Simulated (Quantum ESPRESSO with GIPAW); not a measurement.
# Assigning the 23Na lines of Na3ScF6

The values are calculated: DFT, PBEsol, plane-wave PAW (pslibrary 1.0.0 recipes), scalar-relativistic, GIPAW shieldings (Quantum ESPRESSO with GIPAW, a patched development version). Shieldings are without the macroscopic shape term, which is common to all sites.

```cif
data_structure
_symmetry_space_group_name_H-M 'P 1'
_symmetry_Int_Tables_number 1
_cell_length_a 5.6016
_cell_length_b 5.8031
_cell_length_c 9.8074
_cell_angle_alpha 90.000
_cell_angle_beta 124.108
_cell_angle_gamma 90.000
_cell_volume 263.97
loop_
_atom_site_label
_atom_site_type_symbol
_atom_site_fract_x
_atom_site_fract_y
_atom_site_fract_z
_atom_site_occupancy
Sc1 Sc 0.00000 0.50000 0.50000 1
Sc2 Sc 0.00000 0.00000 0.00000 1
Na3 Na 0.50000 0.00000 0.50000 1
Na4 Na 0.50000 0.50000 0.00000 1
Na5 Na 0.27607 0.44412 0.26003 1
Na6 Na 0.72393 0.94412 0.23997 1
Na7 Na 0.72393 0.55588 0.73997 1
Na8 Na 0.27607 0.05588 0.76003 1
F9 F 0.65128 0.67841 0.44688 1
F10 F 0.34872 0.17841 0.05312 1
F11 F 0.34872 0.32159 0.55312 1
F12 F 0.65128 0.82159 0.94688 1
F13 F 0.89531 0.56740 0.27071 1
F14 F 0.10469 0.06740 0.22929 1
F15 F 0.10469 0.43260 0.72929 1
F16 F 0.89531 0.93260 0.77071 1
F17 F 0.24840 0.78550 0.57891 1
F18 F 0.75160 0.28550 0.92109 1
F19 F 0.75160 0.21450 0.42109 1
F20 F 0.24840 0.71450 0.07891 1
```

The cell is an entry of the Crystallography Open Database; it need not be the form that is stable at ambient conditions. The coordinates shown are those after relaxation (atoms relaxed).

The Na sites:

```tsv
site	atom no.	atoms in cell	site symmetry	surroundings	bonds (Å)
Na(1)	3	2	-1	NaF6	2.23 to 2.35
Na(2)	5	4	1	NaF7	2.30 to 2.76
```

The lines, in order of position:

```tsv
line	σ_iso (ppm)	relative area	span (ppm)	skew
A	555.6	2	15.1	0.75
B	545.6	1	15.6	-0.11
```

**Question.** Which site gives which line?

A: A is Na(2) (NaF7); B is Na(1) (NaF6). The areas settle A and B, whose multiplicities are unique. Shielding rises with the number of neighbours over these sites, the usual order.

[Banner, clock, file and message-heading lines were taken out of the pw.x and gipaw.x logs.]

[Logs are printed without paths, hosts, clocks, repeated set-up lines and the standing remarks that a program may print on its own settings, such as how far it seeks lower states.]

[Hosts, paths, dates, database ids (printed as entryN), source tags and the programs' standing remarks are cut or masked in the printed files.]
